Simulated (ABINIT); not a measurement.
# Calculated records

```
! title: Beyond one shot: Ba2CaMoO6 (Fm-3m)
! method: RPA screening on LDA from quasiparticle energies, plane waves, norm-conserving pseudopotentials (and 5 further levels or steps)
! program: ABINIT 10.8.3
! settings: cutoff 36 Ha, PseudoDojo scalar-relativistic 0.4.1 standard, norm-conserving, ngkpt (2, 2, 2), nband 219, ecuteps 4.8 Ha, gwcalctyp 10, inclvkb 2, shiftk (0, 0, 0), symchi 1, awtr 1, frequency ppm, cycle 3, q points all but q = 0, 2×2×2 k-mesh
! cost: 15 runs, 21 min in all on 8 MPI ranks of Arm Neoverse V1, shared host
! notes: The program’s warnings: nproc spkpt=  >= nkpt= * nsppol=. The cell and positions come from the Crystallography Open Database and are kept as given unless a step says otherwise. Limits: no spin-orbit coupling. The first cycle of evGW0 takes the full correction, without the factor Z, so it overshoots the one-shot value. The 2×2×2 mesh is coarse for this cell, which bears on the long-range parts of exchange and screening.
! G0W0: 3.706 eV
! evGW0, cycle 1: 4.062 eV
! evGW0, cycle 2: 3.914 eV
! evGW0, cycle 3: 3.921 eV
! evGW, cycle 1: 4.271 eV
! evGW, cycle 2: 4.307 eV
! evGW, cycle 3: 4.308 eV
! known limits: short of the basis limit; no spin-orbit coupling; coarse k mesh
CELL_PARAMETERS angstrom
0.00000 4.19006 4.19006
4.19006 0.00000 4.19006
4.19006 4.19006 0.00000
ATOMIC_POSITIONS crystal
Ba 0.25000 0.25000 0.25000
Ba 0.75000 0.75000 0.75000
Ca 0.00000 0.00000 0.00000
Mo 0.50000 0.50000 0.50000
O 0.72814 0.27186 0.27186
O 0.27186 0.72814 0.27186
O 0.27186 0.72814 0.72814
O 0.72814 0.27186 0.72814
O 0.27186 0.27186 0.72814
O 0.72814 0.72814 0.27186
```

[Long decimals in the printed logs are rounded to 6 places.]

[Logs are printed without paths, hosts, clocks, repeated set-up lines and the standing remarks that a program may print on its own settings, such as how far it seeks lower states.]

[Paths, hosts, dates, memory and timing lines, banners, echoed tables and standing remarks are left out of the program output; an Ansatz launch command may be rebuilt from the run's recorded settings. Measured values are a selection of at most five: reports struck by readers or far from the other reports are left out. None is set beside runs whose start may be inverted or whose files or cutoffs have a known fault.]

[Runs of the session that timed out or met a known fault of the program may be left out.]

[Hosts, paths, dates, database ids (printed as entryN), source tags and the programs' standing remarks are cut or masked in the printed files.]

[G0W0 gaps are taken among the corrected bands and points alone; a level outside them can change the order at an edge.]

[Where Ansatz stands beside ABINIT at settings called matched, ABINIT's density can come from a denser mesh and the files from another edition; pairs whose starting gaps differed by over 0.03 eV were left out, so agreement reads better than it is.]
